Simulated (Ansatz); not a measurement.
# What LiGeF3 (model cell, started as cubic perovskite with Ge in the octahedra) distorts into

Which phase does LiGeF3 (model cell, started as cubic perovskite with Ge in the octahedra) fall into along its unstable mode, and how much energy does it gain?

Method: DFT r2SCAN, scalar-relativistic, plane waves, PAW; PAW set soft_1, in Ansatz 0.2.0.

The structure was built from a prototype and need not be the compound's stable phase.

### 1. Starting point

It takes space group Pm-3m (No. 221, cubic). The conventional cell has a = 4.340 Å, b = 4.340 Å, c = 4.340 Å, α = 90.00°, β = 90.00°, γ = 90.00°. Li has 12 F at 3.07 Å nearest. Nearest to Ge lie 6 F at 2.17 Å. F has 2 Ge at 2.17 Å nearest. Farther neighbours and most contacts between anions are not listed.

### 2. Response at finite wavevector

The cell comes from relaxations at this level that are not shown. Stability and thermal properties need the whole zone. Linear response on a 2×2×2 q mesh gives force constants as far as a supercell of that size would, and the tensors from the zone-centre run are typed in so that the long-range dipole term is interpolated apart.

File input.yaml:

```yaml
crystal:
  lattice:
    - [4.3400973773, 0.0, 0.0]
    - [0.0, 4.3400973773, 0.0]
    - [0.0, 0.0, 4.3400973773]
  atoms:
    - { symbol: Li, position: [0.0, 0.0, 0.0] }
    - { symbol: Ge, position: [0.5, 0.5, 0.5] }
    - { symbol: F, position: [0.5, 0.5, 0.0] }
    - { symbol: F, position: [0.5, 0.0, 0.5] }
    - { symbol: F, position: [0.0, 0.5, 0.5] }
kpoints:
  mp_grid: { grid: [12, 12, 12] }
hamiltonian:
  xc: r2scan
  pseudopotentials: { kind: paw, azcp: { folder: soft_1 } }
scf:
  occupations: { method: fixed }
output:
  eigenvalues: true
phonons:
  method: dfpt
  qmesh: [2, 2, 2]
  temperatures: { t_max: 1000, t_step: 50 }
  qpath:
    path:
      - [[0.0, 0.0, 0.0], [0.0, 0.5, 0.0], [0.5, 0.5, 0.0], [0.0, 0.0, 0.0], [0.5, 0.5, 0.5], [0.0, 0.5, 0.0]]
      - [[0.5, 0.5, 0.5], [0.5, 0.5, 0.0]]
    npoints: 10
  non_analytic_term:
    high_frequency_dielectric_tensor: [[3.4248, 0.0, 0.0], [0.0, 3.4248, 0.0], [0.0, 0.0, 3.4248]]
    born_effective_charges:
      - { species: Li, tensor: [[1.2413, 0.0, 0.0], [0.0, 1.2413, 0.0], [0.0, 0.0, 1.2413]] }
      - { species: Ge, tensor: [[3.7783, 0.0, 0.0], [0.0, 3.7783, 0.0], [0.0, 0.0, 3.7783]] }
      - { species: F, tensor: [[-0.3902, 0.0, 0.0], [0.0, -0.3902, 0.0], [0.0, 0.0, -4.2391]] }
      - { species: F, tensor: [[-0.3902, 0.0, 0.0], [0.0, -4.2391, 0.0], [0.0, 0.0, -0.3902]] }
      - { species: F, tensor: [[-4.2391, 0.0, 0.0], [0.0, -0.3902, 0.0], [0.0, 0.0, -0.3902]] }
    source: "zone-centre run at this cell"
```

On the command line:

```console
$ ansatz run input.yaml --threads 8 --pin off --max-ram 16384MiB --backend cpu --events-out ev --progress --plain --runs-dir out
```

Numbers of over 12 decimals in the logs are rounded to 6 here.

What it wrote:

```text
Engine: ansatz 0.2.0, x86_64-unknown-linux-gnu
Pseudopotentials: kind: paw
Pseudopotential: Li, paw, valence charge 3, recommended cutoff 500 eV (meta_gga), soft_1/Li.paw.azcp
Pseudopotential: Ge, paw, valence charge 14, recommended cutoff 500 eV (meta_gga), soft_1/Ge.paw.azcp
Pseudopotential: F, paw, valence charge 7, recommended cutoff 500 eV (meta_gga), soft_1/F.paw.azcp
Functional definition: r2SCAN
  parameter k0 = 0.174
  parameter k1 = 0.065
  parameter a1 = 4.9479
  exchange = r2scan_x(k0 = k0, k1 = k1, a1 = a1)
  correlation = r2scan_c
Crystal: 5 atoms, lattice volume = 81.752 Å³
Basis set: ecut = 500 eV, 2103 PW (Γ), exchange–correlation on 320×320×320 points (1000 copies of the dense FFT grid, shifted against one another)
Bands: 24, of which v1, the nominal top of the filled ones, is band 19 counted from 1 (18 counted from 0)
Symmetry: 48 space group operations
k-points: 518 of 1728 (irreducible under 2 space group operations, time reversal used)
Non-local potential: Li, projectors of the file, l = 0: 3, l = 1: 2, l = 2: 1
Non-local potential: Ge, projectors of the file, l = 0: 2, l = 1: 2, l = 2: 3, l = 3: 1
Non-local potential: F, projectors of the file, l = 0: 2, l = 1: 2, l = 2: 1
PAW form: soft (Blöchl's): semilocal exchange-correlation on the pseudo side does not see the compensation charge
PAW frozen core: Ge, regenerated for the run's functional (the file was generated under x = pbe(κ = 0.804, μ = 0.219515), c = pbe(β = 0.066725))
PAW frozen core: F, regenerated for the run's functional (the file was generated under x = pbe(κ = 0.804, μ = 0.219515), c = pbe(β = 0.066725))
PAW one-centre angular grid: Li, 302 points (default); XC on 295 of its mesh's 2161 points in the sphere
PAW one-centre angular grid: Ge, 590 points (default); XC on 160 Gauss nodes
PAW one-centre angular grid: F, 302 points (default); XC on 160 Gauss nodes
Initial density: superposition of atomic densities (chi_scale 0.1, normalization cell), built separately for each of the 2 bonded fragments (scf.initial_density.interfragment_charge_transfer: auto; true builds it for the cell as a whole; a typed value also counts as a typed key of the start: scf.initial_density.chi_scale says what that changes, if anything)
Initial wavefunctions: pseudopotential atomic-orbital guess
Functional: x = r2scan, c = r2scan; τ floored in thin density (d = 2e-4 eV/Å³)
SCF iter   1: F=—  HF=-6940.836441 eV  |F-HF|=—  |Δ(HF+E_count)|=         —  Δρ=7.38e-2  dr2=4.75e0  dr2_τ=2.86e-2  ethr=3.10e-3  ⟨swp⟩=4.8  Hψ=51941  notcnv=0  defer=1410
preconditioner: auto → Resta (q_TF=auto, 2.401 Å⁻¹)  ε∞=4.3  [insulator: Δε(μ)=1.163 eV  Ē_g=10.176 eV  n_scr=18 (ndim 8)  ℏωp=18.4 eV  f_vac=0.011  ε∞_Penn≈4.3]
SCF iter   2: F=—  HF=-6939.347831 eV  |F-HF|=—  |Δ(HF+E_count)|=    1.49e0  Δρ=3.10e-2  dr2=1.39e0  dr2_τ=2.20e-2  ethr=3.10e-3  ⟨swp⟩=2.8  Hψ=28636  notcnv=0  defer=1165
SCF iter   3: F=—  HF=-6938.978446 eV  |F-HF|=—  |Δ(HF+E_count)|=   3.69e-1  Δρ=1.76e-2  dr2=3.76e-1  dr2_τ=1.19e-2  ethr=3.10e-3  ⟨swp⟩=2.2  Hψ=23985  notcnv=0  defer=1016
SCF iter   4: F=—  HF=-6938.891760 eV  |F-HF|=—  |Δ(HF+E_count)|=   8.67e-2  Δρ=5.27e-3  dr2=4.07e-2  dr2_τ=6.28e-4  ethr=9.89e-4  ⟨swp⟩=4.0  Hψ=21615  notcnv=0  defer=1541
SCF iter   5: F=—  HF=-6938.893921 eV  |F-HF|=—  |Δ(HF+E_count)|=   2.16e-3  Δρ=3.99e-3  dr2=8.57e-3  dr2_τ=4.75e-4  ethr=1.07e-4  ⟨swp⟩=2.3  Hψ=27931  notcnv=0  defer=1533
SCF iter   6: F=—  HF=-6938.891424 eV  |F-HF|=—  |Δ(HF+E_count)|=   2.50e-3  Δρ=9.50e-4  dr2=6.60e-4  dr2_τ=2.77e-5  ethr=2.26e-5  ⟨swp⟩=2.0  Hψ=22285  notcnv=0  defer=1543
SCF iter   7: F=—  HF=-6938.892150 eV  |F-HF|=—  |Δ(HF+E_count)|=   7.26e-4  Δρ=2.70e-4  dr2=5.33e-5  dr2_τ=3.10e-6  ethr=1.74e-6  ⟨swp⟩=2.0  Hψ=22803  notcnv=0  defer=1543
SCF iter   8: F=—  HF=-6938.892170 eV  |F-HF|=—  |Δ(HF+E_count)|=   2.00e-5  Δρ=4.06e-5  dr2=1.20e-6  dr2_τ=4.45e-8  ethr=1.40e-7  ⟨swp⟩=2.0  Hψ=22366  notcnv=0  defer=1453
SCF iter   9: F=—  HF=-6938.892171 eV  |F-HF|=—  |Δ(HF+E_count)|=   1.72e-6  Δρ=9.52e-6  dr2=5.35e-8  dr2_τ=3.25e-9  ethr=3.17e-9  ⟨swp⟩=2.0  Hψ=22009  notcnv=0  defer=553
SCF iter  10: F=—  HF=-6938.892172 eV  |F-HF|=—  |Δ(HF+E_count)|=   8.56e-8  Δρ=1.64e-6  dr2=2.57e-9  dr2_τ=6.23e-11  ethr=1.41e-10  ⟨swp⟩=2.0  Hψ=21756  notcnv=0  defer=555
SCF iter  11: F=—  HF=-6938.892172 eV  |F-HF|=—  |Δ(HF+E_count)|=   3.55e-9  Δρ=4.69e-7  dr2=1.18e-10  dr2_τ=8.72e-12  ethr=6.78e-12  ⟨swp⟩=2.0  Hψ=21756  notcnv=0  defer=555
SCF iter  12: F=—  HF=-6938.892172 eV  |F-HF|=—  |Δ(HF+E_count)|=  8.55e-11  Δρ=1.81e-7  dr2=1.87e-11  dr2_τ=9.54e-13  ethr=1.00e-12  ⟨swp⟩=2.1  Hψ=20599  notcnv=0  defer=555
SCF iter  13: F=-6938.892172 eV  HF=-6938.892172 eV  |F-HF|=9.09e-13  |Δ(HF+E_count)|=  6.37e-12  Δρ=2.32e-8  dr2=3.48e-13  dr2_τ=3.80e-14  ethr=1.00e-12  ⟨swp⟩=11.6  Hψ=65628  notcnv=0
SCF 1 converged in 13 iterations: F = -6938.892172 eV  dr2 = 3.48e-13
  greatest PAW one-centre occupation: 0.999 electrons in one spin orbital (limit 2), on the Li atom at site 0 (counted from 0), in its partial waves of l = 0
DFPT response loops at Γ: preconditioner auto → none (the input reference at scf.mixing.eps_inf says where Resta's filter doesn't serve); β = 0.50; Broyden in place of MSR1
NSCF: frozen V_eff on 84 k-points
NSCF: frozen V_eff on 686 k-points
DFPT response loops at q = (0, 0, -0.5) (fractional): mixed as the last ones told, above
NSCF: frozen V_eff on 686 k-points
DFPT response loops at q = (0, -0.5, -0.5) (fractional): mixed as the last ones told, above
NSCF: frozen V_eff on 686 k-points
DFPT response loops at q = (-0.5, -0.5, -0.5) (fractional): mixed as the last ones told, above
SCF converged after 13 iterations
Free energy (F): -6938.892172 eV
Harris-Foulkes:  -6938.892172 eV  (|F-HF|=9.09e-13)
Internal energy: -6938.892172 eV  (E = F + TS)
E sigma→0 (E₀):  -6938.892172 eV
Fermi energy:    4.737982 eV
--- Per-component energies (eV) ---
  E_band       = -475.245189
  E_kinetic    = 701.630568
  E_local      = -5003.896794  (includes V_loc(G=0)·N_el)
  E_nonlocal   = 449.361133
  E_hartree    = 2149.062579
  E_xc         = -304.325504
  E_vxc        = -419.173268  (∫ρ·V_xc dr)
  E_paw        = -2661.554896  (= ΣΔE_a)
  E_vpaw       = -531.519466  (= ΣTr[D̂ρ^β])
  E_aug_tail   = 0.001122  (compensation charges beyond the density's cutoff)
  E_vtau       = 30.226350  (kinetic-family band-sum trace: ∫τ·v_τ [+ j·A + Jᵃ·Aᵃ] dr)
  E_ewald      = -2267.990445
  E_core_change = -1.179936  (= ΣΔE_core)
  E_smearing   = -0.000000  (= −TS)
  E_closure    = -0.000000  (closes the sum)
  Σ components = -6938.892172   (vs F -6938.892172, Δ=0.00e0)
--- Band table (eV; the first three rows and the last of 518) ---
  k-point 0: bands = [... 15 lower, -1.3184, -1.3075, -1.3075, -1.3075, 6.1644, 10.2633, 10.2633, 10.2633, ... 1 higher]
  k-point 1: bands = [... 15 lower, -1.3143, -1.3106, -1.3106, -1.0403, 6.2176, 10.0035, 10.2681, 10.2681, ... 1 higher]
  k-point 2: bands = [... 15 lower, -1.3329, -1.3091, -1.3091, -0.4561, 6.3645, 9.4397, 10.2841, 10.2841, ... 1 higher]
  k-point 517: bands = [... 15 lower, -0.8871, -0.8871, -0.8871, 4.7380, 6.9069, 6.9069, 6.9069, 8.6974, ... 1 higher]
--- Phonons (Γ-DFPT): 4 representative perturbations + reference, on 518 of 1728 k-points (Σ response iterations 25) ---
  k mesh reduced under 2 symmetry operations, with k and −k counted as one. Each operation leaves every solved perturbation unchanged. A smaller set is not considered because the functional reads the kinetic-energy density
  ASR residual: 2.251e-4 → 0.000e0 eV/Å²; symmetrization residual: 4.532e-6 eV/Å²
  ASR residual per site (eV/Å²): 2.25e-4 2.97e-5 7.32e-5 7.32e-5 7.32e-5
  Γ frequencies (cm⁻¹): -308.10 -308.10 -308.10 -216.47 -216.47 -216.47 -83.78 -83.78 -83.78 0.00 0.00 0.00 155.43 155.43 155.43
--- Phonons (arbitrary-q DFPT): 4 irreducible q on the 2×2×2 mesh ---
  q = [0.0000, 0.0000, 0.0000] (star 1, of the zone-centre solve; hermiticity 1.64e-6, symmetrization 9.89e-10): -308.10 -308.10 -308.10 -216.47 -216.47 -216.47 -83.78 -83.78 -83.78 0.00 0.00 0.00 155.43 155.43 155.43
  q = [0.0000, 0.0000, -0.5000] (star 3, 9 solved perturbations in 2646 linear systems a pass and spin channel, the states on 343 of 1728 k-point pairs; hermiticity 7.25e-7, symmetrization 2.79e-12): -295.58 -295.58 -206.77 -206.77 -95.75 -74.06 -74.06 -61.37 77.64 77.64 103.53 103.53 137.05 255.90 415.30
  q = [0.0000, -0.5000, -0.5000] (star 3, 9 solved perturbations in 2646 linear systems a pass and spin channel, the states on 343 of 1728 k-point pairs; hermiticity 4.21e-7, symmetrization 2.84e-13): -283.12 -202.48 -202.48 -182.20 -140.87 -64.07 -64.07 54.61 54.61 89.30 147.73 271.35 271.35 297.17 414.43
  q = [-0.5000, -0.5000, -0.5000] (star 1, 4 solved perturbations in 931 linear systems a pass and spin channel, the states on 343 of 1728 k-point pairs; hermiticity 5.50e-8, symmetrization 5.02e-12): -217.17 -217.17 -217.17 -141.39 -141.39 -141.39 210.72 210.72 210.72 212.54 212.54 212.54 296.71 296.71 425.95
  sum rule: each row above includes the acoustic sum rule's correction from the zone centre's row sums; it moved no ω² by more than (2.97 cm⁻¹)²
  mesh force constants: q→R imaginary residual 1.12e-17; ASR residual 2.251e-4 → 0.000e0 eV/Å²; symmetrization residual 5.329e-15 eV/Å²
  interpolated dispersion: 63 rows × 15 modes
  density of states and harmonic sums: on the 14×14×14 q-mesh, interpolated from the force constants of a 2×2×2 supercell (with the dipole–dipole term of supplied tensors)
  largest difference from the sums on the solved wave vectors: F 5.98e-2 eV, S 9.21e-5 and C_V 3.38e-5 eV/K
  zero-point energy: 0.087791 eV/cell   skipped modes (ω ≤ 0): 899, of them read as no rigid motion or as one in doubt: 896 (7.496e0 modes/cell left out, lowest -308.10 cm⁻¹)   left out of the sums: 5.00e-1 of the cell's modes: C_V's classical limit lies that fraction below 3 k_B per atom; for a crystal, a wire or a layer, F and S can be off by more, and a phonons.interpolated_qmesh denser along its periods is the remedy for the sampling
```

Elapsed: 10 min, on 8 threads of AMD EPYC 7B13 (Zen 3), shared host; peak memory 10 GiB.

This step gave:

```
gap on the k-mesh                                       : 1.426 eV
volume per atom                                         : 16.35 Å³
sum-rule residual before enforcement                    : 2.25e-4 eV/Å²
lowest frequency on the path                            : -308.1 cm⁻¹
point group                                             : m-3m
highest frequency on the path or at a solved wavevector : 425.9 cm⁻¹
highest optical mode at the zone centre (no LO-TO term) : 155.4 cm⁻¹
lowest optical zone-centre mode                         : -308.1 cm⁻¹
lowest mode on the q mesh (acoustic modes at Γ apart)   : -308.1 cm⁻¹
```

Frequencies (cm⁻¹) solved at each irreducible wavevector; negative means imaginary. Frequencies by wavevector, by row:

| q in reciprocal lattice units | star | mode 1 | mode 2 | mode 3 | mode 4 | mode 13 | mode 14 | mode 15 |
| --- | --- | --- | --- | --- | --- | --- | --- | --- |
| 0 0 0 | 1 | -308.1 | -308.1 | -308.1 | -216.5 | 155.4 | 155.4 | 155.4 |
| 0 0 -0.5 | 3 | -295.6 | -295.6 | -206.8 | -206.8 | 137.1 | 255.9 | 415.3 |
| 0 -0.5 -0.5 | 3 | -283.1 | -202.5 | -202.5 | -182.2 | 271.4 | 297.2 | 414.4 |
| -0.5 -0.5 -0.5 | 1 | -217.2 | -217.2 | -217.2 | -141.4 | 296.7 | 296.7 | 425.9 |

Interpolated from a 2×2×2 q mesh, rough between the solved points, with the LO-TO term (at Γ the limit along the path; where Γ stands inside the path, tables give the limit on arrival). Phonon branches along the path, in cm⁻¹:

| point | branch 1 | branch 2 | branch 3 | branch 4 | branch 12 | branch 13 | branch 14 | branch 15 |
| --- | --- | --- | --- | --- | --- | --- | --- | --- |
| Γ | -308 | -308 | -263 | -216 | 137 | 155 | 155 | 419 |
| halfway | -302 | -302 | -212 | -212 | 139 | 139 | 193 | 418 |
| X | -296 | -296 | -207 | -207 | 104 | 137 | 256 | 415 |
| halfway | -290 | -204 | -196 | -151 | 174 | 213 | 264 | 407 |
| M | -283 | -202 | -202 | -182 | 271 | 271 | 297 | 414 |
| halfway | -296 | -206 | -204 | -174 | 139 | 175 | 216 | 395 |
| Γ | -308 | -308 | -263 | -216 | 137 | 155 | 155 | 419 |
| halfway | -207 | -207 | -165 | -165 | 180 | 204 | 204 | 377 |
| R | -217 | -217 | -217 | -141 | 212 | 297 | 297 | 426 |
| halfway | -211 | -195 | -182 | -153 | 186 | 219 | 257 | 400 |
| X | -296 | -296 | -207 | -207 | 104 | 137 | 256 | 415 |
| jump to R | -217 | -217 | -217 | -141 | 212 | 297 | 297 | 426 |
| halfway | -209 | -209 | -203 | -141 | 254 | 254 | 297 | 413 |
| M | -283 | -202 | -202 | -182 | 271 | 271 | 297 | 414 |

Symmetry leaves 4 wavevectors to solve. The lowest mode among them, the acoustic zeros apart, lies at Γ and is imaginary, 308.1i cm⁻¹, so the energy falls along it.

### 3. The mode frozen in, largest atomic shift 0 Å

The mode followed lies at Γ with frequency 308.1i cm⁻¹ and is 3-fold degenerate, the softest among the wavevectors solved. At small amplitude the distorted cell has space group no. 160 by a symmetry search on the positions. The undistorted cell that holds it gives the zero of energy on the same k mesh.

input.yaml, the sections that differ from step 2:

```yaml
scf:
  occupations: { method: gaussian, width: 0.02 }
output:
  forces: true
  stress: true
  eigenvalues: true
# crystal, kpoints, hamiltonian: as in step 2
# phonons: removed
```

What it wrote:

```text
[...]
Crystal: 5 atoms, lattice volume = 81.752 Å³
Basis set: ecut = 500 eV, 2103 PW (Γ), exchange–correlation on 128×128×128 points (64 copies of the dense FFT grid, shifted against one another)
Bands: 24, of which v1, the nominal top of the filled ones, is band 19 counted from 1 (18 counted from 0)
Symmetry: 48 space group operations
[...]
k-points: 84 of 1728
[...]
--- Band table (eV; the first three rows and the last of 84) ---
  k-point 0: bands = [... 15 lower, -1.3184, -1.3075, -1.3075, -1.3075, 6.1645, 10.2633, 10.2633, 10.2633]
  k-point 1: bands = [... 15 lower, -1.3143, -1.3106, -1.3106, -1.0403, 6.2177, 10.0035, 10.2682, 10.2682]
  k-point 2: bands = [... 15 lower, -1.3329, -1.3091, -1.3091, -0.4561, 6.3646, 9.4397, 10.2841, 10.2841]
  k-point 83: bands = [... 15 lower, -0.8871, -0.8871, -0.8871, 4.7381, 6.9070, 6.9070, 6.9070, 8.6974]
[key lines of the parts left out:]
SCF converged after 9 iterations
Free energy (F): -6938.892157 eV
Fermi energy:    5.451311 eV
P = ⅓ Tr σ = 0.0013 GPa (0.013 kbar)
```

Wall time 2.8 s (8 threads); peak memory 0.72 GiB.

This step gave:

```
pressure                         : 0.001262 GPa
energy from the undistorted cell : 0 meV/atom
```

At this level the gap is 1.43 eV on the k-mesh of the self-consistent run, which can miss the band edges.

### 4. The mode frozen in, largest atomic shift 0.32 Å

The atoms are moved along the unstable eigenvector, the largest shift by 0.32 Å, with the cell fixed.

input.yaml, the sections that differ from step 3:

```yaml
crystal:
  lattice:
    - [4.3400973773, 0.0, 0.0]
    - [0.0, 4.3400973773, 0.0]
    - [0.0, 0.0, 4.3400973773]
  atoms:
    - { symbol: Li, position: [0.0124484235, -0.0124484235, -0.0124484235] }
    - { symbol: Ge, position: [0.4909455084, 0.5090544916, 0.5090544916] }
    - { symbol: F, position: [0.4807681275, 0.5192318725, -0.0685313071] }
    - { symbol: F, position: [0.4807681275, -0.0685313071, 0.5192318725] }
    - { symbol: F, position: [0.0685313071, 0.5192318725, 0.5192318725] }
# kpoints, hamiltonian, scf, output: as in step 3
```

What it wrote:

```text
[...]
Crystal: 5 atoms, lattice volume = 81.752 Å³
Basis set: ecut = 500 eV, 2103 PW (Γ), exchange–correlation on 128×128×128 points (64 copies of the dense FFT grid, shifted against one another)
Bands: 24, of which v1, the nominal top of the filled ones, is band 19 counted from 1 (18 counted from 0)
Symmetry: 6 space group operations
[...]
--- Band table (eV; the first three rows and the last of 189) ---
  k-point 0: bands = [... 15 lower, -1.4797, -1.4446, -1.4446, 0.2282, 6.3945, 10.2521, 10.2521, 10.9507]
  k-point 1: bands = [... 15 lower, -1.4780, -1.4770, -1.4401, 0.3439, 6.4280, 10.0535, 10.2621, 10.8551]
  k-point 2: bands = [... 15 lower, -1.5460, -1.4725, -1.4287, 0.6514, 6.5182, 9.5570, 10.2916, 10.7858]
  k-point 188: bands = [... 15 lower, -1.2519, -1.2519, -1.1293, 3.8192, 7.7096, 7.7096, 8.5884, 9.2764]
[key lines of the parts left out:]
SCF converged after 10 iterations
Free energy (F): -6939.253180 eV
Fermi energy:    5.106864 eV
P = ⅓ Tr σ = 5.4336 GPa (54.336 kbar)
```

Run time: 8.1 s. Hardware: 8 threads; peak memory 0.84 GiB.

Numbers from this step:

```yaml
pressure: 5.434 GPa
gap_on_the_k_mesh: 2.575 eV
energy_from_the_undistorted_cell: -72.20 meV/atom
```

The energy, extrapolated to zero smearing, is -72.20 meV/atom against the undistorted cell.

The run ends at a pressure of 5.43 GPa, with forces up to 1.3 eV/Å.

### 5. Energy along the mode, all amplitudes (two of the runs are shown above)

An imaginary frequency means negative curvature, so the energy should fall and then rise again as anharmonic terms take over.

Numbers from this step:

```
depth at the lowest point sampled  : 72.20 meV/atom
largest atomic shift at that point : 0.32 Å
```

The energy from the parent by largest atomic shift:

| largest atomic shift (Å) | energy from the parent (meV/atom) |
| --- | --- |
| 0.000 | 0 |
| 0.040 | -3.35 |
| 0.080 | -12.8 |
| 0.140 | -35.1 |
| 0.220 | -66.7 |
| 0.320 | -72.2 |
| 0.450 | 93.4 |

Displacement at unit largest shift by atom:

| atom | x (Å) | y (Å) | z (Å) | size |
| --- | --- | --- | --- | --- |
| Li1 | 0.169 | -0.169 | -0.169 | 0.293 |
| Ge2 | -0.123 | 0.123 | 0.123 | 0.213 |
| F3 | -0.261 | 0.261 | -0.929 | 1.000 |
| F4 | -0.261 | -0.929 | 0.261 | 1.000 |
| F5 | 0.929 | 0.261 | 0.261 | 1.000 |

The lowest of the steps tried is at 0.32 Å, 72.2 meV/atom below the parent; the bottom of the well need not coincide with a step.

(Continued in part 2 of 3.)

[Logs are printed without paths, hosts, clocks, repeated set-up lines and the standing remarks that a program may print on its own settings, such as how far it seeks lower states.]

[Hosts, paths, dates, database ids (printed as entryN), source tags and the programs' standing remarks are cut or masked in the printed files.]
